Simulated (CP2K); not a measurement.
Two runs for the S L₂,₃ edge of mercaptoacetonitrile. Run A: CP2K XAS_TDP, all-electron GAPW, PBEh(45%), aug-cc-pVDZ, TDA, ZORA, spin–orbit coupling. Run B differs in one setting.

First lines with a strength over 0.0003. A:

```
                  atom  energy (eV)  states  strength, one atom
S4 (bonded to C and H)       163.15       1              0.0004
                             163.18       1              0.0017
                             163.46       1              0.0010
                             164.28       2              0.0036
                             164.40       1              0.0040
```

B:

```
                  atom  energy (eV)  states  strength, one atom
S4 (bonded to C and H)       159.32       1              0.0003
                             159.44       1              0.0016
                             159.67       1              0.0008
                             160.20       1              0.0022
                             160.29       1              0.0023
```

Which was it: GW2X switched on, the functional, the basis?

The functional (functional from PBEh(45%) to PBE0; the lines alone don't name the new value). A functional moves all lines by electronvolts and changes their spacings and strengths. The lowest line over the strength cut lies at 159.32 eV, against 163.15 eV (PBEh(45%), aug-cc-pVDZ).

[Banner, clock and machine lines of the logs are left out without a mark of their own.]

[Logs are printed without paths, hosts, clocks, repeated set-up lines and the standing remarks that a program may print on its own settings, such as how far it seeks lower states.]

[Hosts, paths, dates, database ids (printed as entryN), source tags and the programs' standing remarks are cut or masked in the printed files.]
